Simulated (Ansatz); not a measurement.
# Ba on Ru(0001): change of the work function

How does one ordered layer of Ba (fcc site) change the work function of Ru(0001), and what dipole does each adsorbate carry?

Program: Ansatz 0.2.0. Level of theory: plane-wave DFT, PBE, Ansatz PAW. Values are calculated unless marked as measured.

## (1) The structure

The cell holds 4 atoms: 4 Ru. Cell: a = 2.700 Å, b = 2.700 Å, c = 24.415 Å, α = 90.0°, β = 90.0°, γ = 60.0°. Vacuum lies along c.

## (2) The clean slab

The bare slab comes first, as the zero from which every change is counted. The two lowest layers are held at bulk places and the upper ones relax. The dipole correction removes the false field that a one-sided slab makes across the periodic vacuum, so each face gets a flat vacuum level of its own.

Input file input.yaml:

```yaml
crystal:
  lattice:
    - [2.7, 0.0, 0.0]
    - [1.35, 2.3382685902, 0.0]
    - [0.0, 0.0, 24.4152]
  atoms:
    - { symbol: Ru, position: [0.6666666667, 0.6666666667, 0.3686228251] }
    - { symbol: Ru, position: [0.0, 0.0, 0.4562076084] }
    - { symbol: Ru, position: [0.6666666667, 0.6666666667, 0.5437923916] }
    - { symbol: Ru, position: [0.0, 0.0, 0.6313771749] }
kpoints:
  mp_grid: { grid: [12, 12, 1] }
hamiltonian:
  xc: pbe
scf:
  occupations: { method: fermi_dirac, width: 0.1 }
  convergence: { dr2_threshold: 1.0e-08 }
efield:
  axis: 3
  dipole_correction: true
  ramp_position: 0.97
  ramp_width: 0.06
relax:
  f_tol: 0.02
  max_steps: 60
  constraints: [{ sites: [0, 1] }]
output:
  write_potential: true
  write_density: true
  volumetric_format: npy
```

Launch:

```bash
$ ansatz run input.yaml --threads 4 --pin off --max-ram 6144MiB --backend cpu --events-out ev --progress --plain --runs-dir out
```

Standard output:

```text
Engine: ansatz 0.2.0, aarch64-unknown-linux-gnu
Pseudopotentials: kind: paw
Pseudopotential: Ru, paw, valence charge 16, recommended cutoff 420 eV (normal), Ru.paw.azcp
Functional definition: PBE
  parameter kappa = 0.804
  parameter beta = 0.066725
  exchange = pbe_x(kappa = kappa, mu = beta*pi^2/3)
  correlation = pbe_c(beta = beta)
Crystal: 4 atoms, lattice volume = 154.141 Å³
Basis set: ecut = 420 eV, 3063 PW (Γ), exchange–correlation on 40×40×360 points (8 copies of the dense FFT grid, shifted against one another)
Bands: 39, of which v1, the nominal top of the filled ones, is band 32 counted from 1 (31 counted from 0)
Symmetry: 6 space group operations
k-points: 19 of 144 (time reversal used)
Non-local potential: Ru, projectors of the file, l = 0: 3, l = 1: 2, l = 2: 2, l = 3: 1
PAW form: soft (Blöchl's): semilocal exchange-correlation on the pseudo side does not see the compensation charge
PAW one-centre angular grid: Ru, 590 points (default); XC on 64 Gauss nodes
Initial density: superposition of atomic densities (neutral atoms: chi_scale 0, normalization atom), corrected by the library's trained network
Initial wavefunctions: pseudopotential atomic-orbital guess
Functional: x = pbe(κ = 0.804, μ = 0.219515), c = pbe(β = 0.066725)
SCF iter   1: F=—  HF=-23512.726011 eV  |F-HF|=—  |Δ(HF+E_count)|=         —  Δρ=8.02e-3  dr2=4.20e-1  ethr=1.77e-3  p=0.000 e·Å  D=2.55e-14 V/Å  ΔV_dip=-0.00 eV  dr2_dipole=4.18e-8  V_vac-E_F(+/−)=4.75/4.75 eV  ⟨swp⟩=7.4  Hψ=3258  notcnv=0
efield: sawtooth ramp at fractional position 0.9700 (set: `efield.ramp_position`, or a place that a band, a saddle search or an elastic batch's reference lends), width 0.0600; the density the first Hamiltonian is built on has a dipole p = 0.000 e·Å; the dipole correction subtracts the counter field D = 2.55e-14 V/Å, which shifts the + side's vacuum level by -0.00 eV against the − side's; the planar-averaged density in the ramp window peaks in size at 5.1e-6 e/Å³
preconditioner: auto → LDOS  [metal: Δε(μ)=0.040 eV  Ē_g=4.722 eV  σ=0.100 eV  W_gap=0.10  n_scr=18 (ndim 8)  ℏωp=16.9 eV  f_vac=0.584  D(μ)=4.50/eV (n_scr^D=16)  β→1.0]
SCF iter   2: F=—  HF=-23512.720745 eV  |F-HF|=—  |Δ(HF+E_count)|=   5.27e-3  Δρ=3.31e-3  dr2=3.80e-2  ethr=6.57e-4  p=-0.000 e·Å  D=-1.91e-5 V/Å  ΔV_dip=0.00 eV  dr2_dipole=4.73e-7  V_vac-E_F(+/−)=5.00/5.00 eV  ⟨swp⟩=1.5  Hψ=919  notcnv=0
SCF iter   3: F=—  HF=-23512.717886 eV  |F-HF|=—  |Δ(HF+E_count)|=   2.86e-3  Δρ=6.79e-4  dr2=8.55e-4  ethr=5.94e-5  p=-0.000 e·Å  D=-7.45e-6 V/Å  ΔV_dip=0.00 eV  dr2_dipole=3.12e-7  V_vac-E_F(+/−)=5.05/5.05 eV  ⟨swp⟩=2.0  Hψ=932  notcnv=0
SCF iter   4: F=—  HF=-23512.717814 eV  |F-HF|=—  |Δ(HF+E_count)|=   7.16e-5  Δρ=1.58e-4  dr2=1.09e-4  ethr=1.34e-6  p=-0.000 e·Å  D=-6.72e-6 V/Å  ΔV_dip=0.00 eV  dr2_dipole=3.71e-8  V_vac-E_F(+/−)=5.07/5.07 eV  ⟨swp⟩=2.1  Hψ=1171  notcnv=0
SCF iter   5: F=—  HF=-23512.717807 eV  |F-HF|=—  |Δ(HF+E_count)|=   7.22e-6  Δρ=5.25e-5  dr2=8.28e-6  ethr=1.71e-7  p=0.000 e·Å  D=1.09e-6 V/Å  ΔV_dip=-0.00 eV  dr2_dipole=6.52e-10  V_vac-E_F(+/−)=5.08/5.08 eV  ⟨swp⟩=2.2  Hψ=1114  notcnv=0
SCF iter   6: F=—  HF=-23512.717808 eV  |F-HF|=—  |Δ(HF+E_count)|=   7.84e-7  Δρ=2.85e-5  dr2=1.76e-6  ethr=1.29e-8  p=-0.000 e·Å  D=-2.98e-6 V/Å  ΔV_dip=0.00 eV  dr2_dipole=1.16e-11  V_vac-E_F(+/−)=5.09/5.09 eV  ⟨swp⟩=3.0  Hψ=1433  notcnv=0
SCF iter   7: F=—  HF=-23512.717807 eV  |F-HF|=—  |Δ(HF+E_count)|=   1.27e-7  Δρ=8.99e-6  dr2=2.28e-7  ethr=2.75e-9  p=0.000 e·Å  D=5.84e-8 V/Å  ΔV_dip=-0.00 eV  dr2_dipole=4.45e-11  V_vac-E_F(+/−)=5.09/5.09 eV  ⟨swp⟩=2.5  Hψ=1217  notcnv=0
SCF iter   8: F=—  HF=-23512.717808 eV  |F-HF|=—  |Δ(HF+E_count)|=   1.93e-7  Δρ=3.54e-6  dr2=2.81e-8  ethr=3.56e-10  p=-0.000 e·Å  D=-1.02e-7 V/Å  ΔV_dip=0.00 eV  dr2_dipole=1.70e-14  V_vac-E_F(+/−)=5.09/5.09 eV  ⟨swp⟩=2.8  Hψ=1346  notcnv=0
SCF iter   9: F=-23512.717808 eV  HF=-23512.717808 eV  |F-HF|=1.65e-9  |Δ(HF+E_count)|=   2.22e-8  Δρ=1.12e-6  dr2=1.93e-9  ethr=1.56e-11  p=-0.000 e·Å  D=-1.49e-7 V/Å  ΔV_dip=0.00 eV  dr2_dipole=2.06e-13  V_vac-E_F(+/−)=5.09/5.09 eV  ⟨swp⟩=10.6  Hψ=5507  notcnv=0
SCF 1 converged in 9 iterations: F = -23512.717808 eV  dr2 = 1.93e-9
  greatest PAW one-centre occupation: 0.998 electrons in one spin orbital (limit 2), on the Ru atom at site 3 (counted from 0), in its partial waves of l = 0
relax step   1: F+E_penalty+E_count = -23512.71780769 eV  Δ(F+E_penalty+E_count) = +0.000e0 eV  max|allowed force component| = 5.365e-1 eV/Å  Δτ_max = 0.0000 Å  (9 SCF iters, accepted)
Initial density: handed on by an earlier stage of this run
Initial wavefunctions: those handed on with the density
iter 1 solved again at ethr=2.79e-4 eV; its pass at ethr=3.10e-3 eV (dr2=1.79e-1 eV) is discarded
SCF iter   1: F=—  HF=-23512.732681 eV  |F-HF|=—  |Δ(HF+E_count)|=         —  Δρ=4.18e-3  dr2=1.61e-1  ethr=2.79e-4  p=-0.000 e·Å  D=-3.92e-8 V/Å  ΔV_dip=0.00 eV  dr2_dipole=5.05e-2  V_vac-E_F(+/−)=5.08/5.08 eV  ⟨swp⟩=1.4  Hψ=2246  notcnv=0
efield: sawtooth ramp at fractional position 0.9700 (set: `efield.ramp_position`, or a place that a band, a saddle search or an elastic batch's reference lends), width 0.0600; the density the first Hamiltonian is built on has a dipole p = -0.000 e·Å; the dipole correction subtracts the counter field D = -3.92e-8 V/Å, which shifts the + side's vacuum level by +0.00 eV against the − side's; the planar-averaged density in the ramp window peaks in size at 1.2e-6 e/Å³
preconditioner: auto → LDOS  [metal: Δε(μ)=0.011 eV  Ē_g=4.777 eV  σ=0.100 eV  W_gap=0.03  n_scr=18 (ndim 8)  ℏωp=16.9 eV  f_vac=0.589  D(μ)=4.80/eV (n_scr^D=18)  β→1.0]
SCF iter   2: F=—  HF=-23512.729634 eV  |F-HF|=—  |Δ(HF+E_count)|=   3.05e-3  Δρ=1.47e-3  dr2=8.73e-3  ethr=2.51e-4  p=0.001 e·Å  D=1.54e-3 V/Å  ΔV_dip=-0.04 eV  dr2_dipole=1.08e-3  V_vac-E_F(+/−)=5.04/5.07 eV  ⟨swp⟩=1.8  Hψ=865  notcnv=0
SCF iter   3: F=—  HF=-23512.729688 eV  |F-HF|=—  |Δ(HF+E_count)|=   5.40e-5  Δρ=1.46e-3  dr2=8.06e-3  ethr=1.36e-5  p=0.002 e·Å  D=1.78e-3 V/Å  ΔV_dip=-0.04 eV  dr2_dipole=1.74e-4  V_vac-E_F(+/−)=5.04/5.08 eV  ⟨swp⟩=2.9  Hψ=1565  notcnv=0
SCF iter   4: F=—  HF=-23512.727755 eV  |F-HF|=—  |Δ(HF+E_count)|=   1.93e-3  Δρ=1.69e-4  dr2=7.46e-5  ethr=1.26e-5  p=0.001 e·Å  D=1.75e-3 V/Å  ΔV_dip=-0.04 eV  dr2_dipole=2.30e-6  V_vac-E_F(+/−)=5.03/5.07 eV  ⟨swp⟩=2.4  Hψ=1137  notcnv=0
SCF iter   5: F=—  HF=-23512.727757 eV  |F-HF|=—  |Δ(HF+E_count)|=   2.03e-6  Δρ=6.38e-5  dr2=1.06e-5  ethr=1.17e-7  p=0.001 e·Å  D=1.73e-3 V/Å  ΔV_dip=-0.04 eV  dr2_dipole=2.00e-7  V_vac-E_F(+/−)=5.03/5.07 eV  ⟨swp⟩=3.2  Hψ=1576  notcnv=0
SCF iter   6: F=—  HF=-23512.727763 eV  |F-HF|=—  |Δ(HF+E_count)|=   5.90e-6  Δρ=2.64e-5  dr2=1.28e-6  ethr=1.66e-8  p=0.001 e·Å  D=1.75e-3 V/Å  ΔV_dip=-0.04 eV  dr2_dipole=6.23e-9  V_vac-E_F(+/−)=5.03/5.07 eV  ⟨swp⟩=2.3  Hψ=1096  notcnv=0
SCF iter   7: F=—  HF=-23512.727764 eV  |F-HF|=—  |Δ(HF+E_count)|=   6.93e-7  Δρ=6.73e-6  dr2=1.28e-7  ethr=2.01e-9  p=0.002 e·Å  D=1.77e-3 V/Å  ΔV_dip=-0.04 eV  dr2_dipole=1.80e-8  V_vac-E_F(+/−)=5.03/5.07 eV  ⟨swp⟩=3.2  Hψ=1481  notcnv=0
SCF iter   8: F=—  HF=-23512.727764 eV  |F-HF|=—  |Δ(HF+E_count)|=   1.54e-7  Δρ=2.57e-6  dr2=1.73e-8  ethr=2.01e-10  p=0.002 e·Å  D=1.76e-3 V/Å  ΔV_dip=-0.04 eV  dr2_dipole=5.74e-11  V_vac-E_F(+/−)=5.03/5.07 eV  ⟨swp⟩=2.6  Hψ=1265  notcnv=0
SCF iter   9: F=-23512.727764 eV  HF=-23512.727764 eV  |F-HF|=1.10e-8  |Δ(HF+E_count)|=   8.54e-8  Δρ=8.42e-7  dr2=1.45e-9  ethr=1.56e-11  p=0.002 e·Å  D=1.77e-3 V/Å  ΔV_dip=-0.04 eV  dr2_dipole=8.76e-11  V_vac-E_F(+/−)=5.03/5.07 eV  ⟨swp⟩=10.9  Hψ=5451  notcnv=0
SCF 2 converged in 9 iterations: F = -23512.727764 eV  dr2 = 1.45e-9
relax step   2: F+E_penalty+E_count = -23512.72776402 eV  Δ(F+E_penalty+E_count) = -9.956e-3 eV  max|allowed force component| = 2.640e-1 eV/Å  Δτ_max = 0.0631 Å  (9 SCF iters, accepted)
SCF iter   1: F=—  HF=-23512.732127 eV  |F-HF|=—  |Δ(HF+E_count)|=         —  Δρ=2.15e-3  dr2=4.13e-2  ethr=5.39e-4  p=0.002 e·Å  D=1.77e-3 V/Å  ΔV_dip=-0.04 eV  dr2_dipole=1.13e-2  V_vac-E_F(+/−)=5.03/5.08 eV  ⟨swp⟩=2.5  Hψ=1222  notcnv=0
efield: sawtooth ramp at fractional position 0.9700 (set: `efield.ramp_position`, or a place that a band, a saddle search or an elastic batch's reference lends), width 0.0600; the density the first Hamiltonian is built on has a dipole p = 0.002 e·Å; the dipole correction subtracts the counter field D = 1.77e-3 V/Å, which shifts the + side's vacuum level by -0.04 eV against the − side's; the planar-averaged density in the ramp window peaks in size at 1.5e-6 e/Å³
preconditioner: auto → LDOS  [metal: Δε(μ)=0.014 eV  Ē_g=4.748 eV  σ=0.100 eV  W_gap=0.03  n_scr=18 (ndim 8)  ℏωp=16.9 eV  f_vac=0.586  D(μ)=4.73/eV (n_scr^D=18)  β→1.0]
SCF iter   2: F=—  HF=-23512.731430 eV  |F-HF|=—  |Δ(HF+E_count)|=   6.97e-4  Δρ=7.28e-4  dr2=2.45e-3  ethr=6.45e-5  p=0.001 e·Å  D=1.56e-3 V/Å  ΔV_dip=-0.04 eV  dr2_dipole=5.81e-4  V_vac-E_F(+/−)=5.04/5.08 eV  ⟨swp⟩=1.3  Hψ=911  notcnv=0
SCF iter   3: F=—  HF=-23512.731343 eV  |F-HF|=—  |Δ(HF+E_count)|=   8.72e-5  Δρ=6.75e-4  dr2=1.60e-3  ethr=3.83e-6  p=0.001 e·Å  D=1.09e-3 V/Å  ΔV_dip=-0.03 eV  dr2_dipole=1.21e-4  V_vac-E_F(+/−)=5.05/5.07 eV  ⟨swp⟩=3.1  Hψ=1548  notcnv=0
SCF iter   4: F=—  HF=-23512.731020 eV  |F-HF|=—  |Δ(HF+E_count)|=   3.23e-4  Δρ=9.48e-5  dr2=2.67e-5  ethr=2.50e-6  p=0.001 e·Å  D=1.20e-3 V/Å  ΔV_dip=-0.03 eV  dr2_dipole=7.96e-8  V_vac-E_F(+/−)=5.05/5.07 eV  ⟨swp⟩=2.0  Hψ=1076  notcnv=0
SCF iter   5: F=—  HF=-23512.731020 eV  |F-HF|=—  |Δ(HF+E_count)|=   6.03e-7  Δρ=2.91e-5  dr2=1.95e-6  ethr=4.17e-8  p=0.001 e·Å  D=1.21e-3 V/Å  ΔV_dip=-0.03 eV  dr2_dipole=2.55e-7  V_vac-E_F(+/−)=5.04/5.07 eV  ⟨swp⟩=3.1  Hψ=1467  notcnv=0
SCF iter   6: F=—  HF=-23512.731025 eV  |F-HF|=—  |Δ(HF+E_count)|=   4.88e-6  Δρ=1.06e-5  dr2=2.20e-7  ethr=3.05e-9  p=0.001 e·Å  D=1.21e-3 V/Å  ΔV_dip=-0.03 eV  dr2_dipole=2.08e-9  V_vac-E_F(+/−)=5.05/5.07 eV  ⟨swp⟩=2.2  Hψ=1072  notcnv=0
SCF iter   7: F=—  HF=-23512.731026 eV  |F-HF|=—  |Δ(HF+E_count)|=   3.04e-7  Δρ=3.59e-6  dr2=4.54e-8  ethr=3.44e-10  p=0.001 e·Å  D=1.20e-3 V/Å  ΔV_dip=-0.03 eV  dr2_dipole=5.43e-9  V_vac-E_F(+/−)=5.05/5.07 eV  ⟨swp⟩=2.9  Hψ=1360  notcnv=0
SCF iter   8: F=-23512.731026 eV  HF=-23512.731026 eV  |F-HF|=2.10e-8  |Δ(HF+E_count)|=   4.07e-8  Δρ=1.12e-6  dr2=4.97e-9  ethr=1.56e-11  p=0.001 e·Å  D=1.20e-3 V/Å  ΔV_dip=-0.03 eV  dr2_dipole=1.47e-10  V_vac-E_F(+/−)=5.05/5.08 eV  ⟨swp⟩=10.9  Hψ=5658  notcnv=0
SCF 3 converged in 8 iterations: F = -23512.731026 eV  dr2 = 4.97e-9
relax step   3: F+E_penalty+E_count = -23512.73102571 eV  Δ(F+E_penalty+E_count) = -3.262e-3 eV  max|allowed force component| = 1.726e-2 eV/Å  Δτ_max = 0.0292 Å  (8 SCF iters, accepted)
NSCF: frozen V_eff on 19 k-points
the band table was solved once a step of the walk had ended and its energy, with any forces and stress, was formed, with the checks that follow a solve (3207 applications of the Hamiltonian). They found nothing against the state; the energy, forces and stress were not computed again (output.eigenvalues in the input reference)
WARN: The input density's exchange-correlation potential varies sharply where the density is thin. Do not read a vacuum level from v_tot or v_xc, or from such a field of the output density. On a cell that repeats whose density bears no net charge and no dipole along the vacuum's axis use v_es (v_loc + v_h of the components); under efield.dipole_correction with no amplitude use v_es + v_field, which holds any external [...]
SCF converged after 8 iterations
Free energy (F): -23512.731026 eV
Harris-Foulkes:  -23512.731026 eV  (|F-HF|=2.10e-8)
Internal energy: -23512.573717 eV  (E = F + TS)
E sigma→0 (E₀):  -23512.652371 eV
Entropy (-TS):   -0.157309 eV (-39.327 meV/atom)
Fermi energy:    5.070094 eV
Dipole field:    D = 0.001218 V/Å  (p = 0.001038 e·Å, saw-weighted, corrected)
Work function:   Φ+ = 5.0457 eV   Φ− = 5.0754 eV
Levels:          The Fermi level and band energies are counted from a zero that moves with the ramp; work functions are not
--- Per-component energies (eV) ---
  E_band       = -1382.396250
  E_kinetic    = 2053.424202
  E_local      = -108450.119539  (includes V_loc(G=0)·N_el)
  E_nonlocal   = 1374.134429
  E_hartree    = 52740.331170
  E_xc         = -759.224491
  E_vxc        = -952.769082  (∫ρ·V_xc dr)
  E_paw        = -13843.557206  (= ΣΔE_a)
  E_vpaw       = -887.740778  (= ΣTr[D̂ρ^β])
  E_aug_tail   = -0.000773  (compensation charges beyond the density's cutoff)
  E_efield     = 0.000001  (sawtooth field / dipole correction)
  E_vefield    = 0.000284  (∫n·V_field dr)
  E_ewald      = 43372.438490
  E_smearing   = -0.157309  (= −TS)
  E_closure    = -0.000000  (closes the sum)
  Σ components = -23512.731026   (vs F -23512.731026, Δ=0.00e0)
--- Forces (eV/Å), atoms counted from 1 ---
  atom   1  Ru     0.00000000    -0.00000000     0.47191100
  atom   2  Ru    -0.00000000     0.00000000    -0.45864794
  atom   3  Ru    -0.00000000    -0.00000000    -0.01725956
  atom   4  Ru    -0.00000000    -0.00000000     0.00398370
  max |Σ_I F_I| component: 1.28e-5 eV/Å
--- Band table (eV; the first three rows and the last of 19) ---
  k-point 0: bands = [... 28 lower, 3.1032, 3.1032, 3.3035, 4.2564, 4.2564, 5.1708, 5.2356, 5.2356, ... 3 higher]
  k-point 1: bands = [... 28 lower, 3.1352, 3.2707, 3.3655, 4.0857, 4.2001, 4.6895, 4.9614, 5.1771, ... 3 higher]
  k-point 2: bands = [... 28 lower, 3.2004, 3.4733, 3.6256, 3.7607, 4.0789, 4.3168, 4.8058, 5.0858, ... 3 higher]
  k-point 18: bands = [... 28 lower, 3.0217, 3.8651, 4.4540, 5.7029, 5.7380, 5.7613, 6.1990, 6.2368, ... 3 higher]
--- Relaxed structure (3 steps of the walk, 3 accepted, 0 SCFs on fresh bases) ---
  F+E_penalty+E_count = -23512.73102571 eV   max|allowed force component| = 1.726e-2 eV/Å
  atoms:
    - { symbol: Ru, position: [0.666667, 0.666667, 0.3686228251] }
    - { symbol: Ru, position: [0.0, 0.0, 0.456208] }
    - { symbol: Ru, position: [0.666667, 0.666667, 0.544587] }
    - { symbol: Ru, position: [-1.393648e-18, 0, 0.629989] }
```

The job ended after 9 s (4 threads of Arm Neoverse V1, shared host; peak memory 0.46 GiB).

Step by step:

```tsv
step	energy less that of the first step (eV)	largest force component (eV/Å)
1	0.0000	0.5365
2	-0.0100	0.2640
3	-0.0132	0.0173
```

The run keeps the 6 symmetry operations that the program found, so distortions that break them were not tested.

The atoms that moved most (Å):

```tsv
atom	dx	dy	dz	length
Ru4	0.000	0.000	-0.034	0.034
Ru3	0.000	0.000	0.019	0.019
```

Final coordinates:

```cif
data_structure
_symmetry_space_group_name_H-M 'P 1'
_symmetry_Int_Tables_number 1
_cell_length_a 2.7000
_cell_length_b 2.7000
_cell_length_c 24.4152
_cell_angle_alpha 90.000
_cell_angle_beta 90.000
_cell_angle_gamma 60.000
_cell_volume 154.14
loop_
_atom_site_label
_atom_site_type_symbol
_atom_site_fract_x
_atom_site_fract_y
_atom_site_fract_z
_atom_site_occupancy
Ru1 Ru 0.66667 0.66667 0.36862 1
Ru2 Ru 0.00000 0.00000 0.45621 1
Ru3 Ru 0.66667 0.66667 0.54459 1
Ru4 Ru 0.00000 0.00000 0.62999 1
```

Read from the output:

```yaml
energy_at_zero_smearing: -23512.6524 eV
work_function_upper_face: 5.046 eV
work_function_lower_face: 5.075 eV
dipole_along_the_normal: 0.001038 e·Å
step_between_the_vacuum_levels: -0.02975 eV
```

Running mean over 2.138 Å of the planar mean; the ramp of the sawtooth is left out. Table of electron's electrostatic potential energy less the Fermi level by z:

z (Å), electron's electrostatic potential energy less the Fermi level (eV) and a bar from the least value:
```
        3        5.1 ##############################
        4        5.1 ##############################
        5        5.1 ##############################
        6        5.0 ##############################
        7        3.9 ############################
        8       -6.3 #############
        9      -14.2 ##
       10      -14.6 #
       11      -14.8 #
       12      -14.6 #
       13      -14.9 #
       14      -15.4 
       15      -14.8 #
       16      -11.4 ######
       17        1.8 #########################
       18        4.8 ##############################
       19        5.0 ##############################
       20        5.0 ##############################
       21        5.0 ##############################
```

The relaxation took 3 steps and lowered the energy by 0.013 eV; the largest force on the free atoms ends at 0.017 eV/Å.

The work function of the upper face is 5.05 eV.

[end of part 1 of 2]

[Long decimals in the printed logs are rounded to 6 places.]

[Logs are printed without paths, hosts, clocks, repeated set-up lines and the standing remarks that a program may print on its own settings, such as how far it seeks lower states.]

[Hosts, paths, dates, database ids (printed as entryN), source tags and the programs' standing remarks are cut or masked in the printed files.]

[Maps of the electrostatic potential energy from Ansatz leave out the sawtooth potential of an applied field or a dipole correction, so their vacuum need not be flat; planar profiles and work functions include it.]
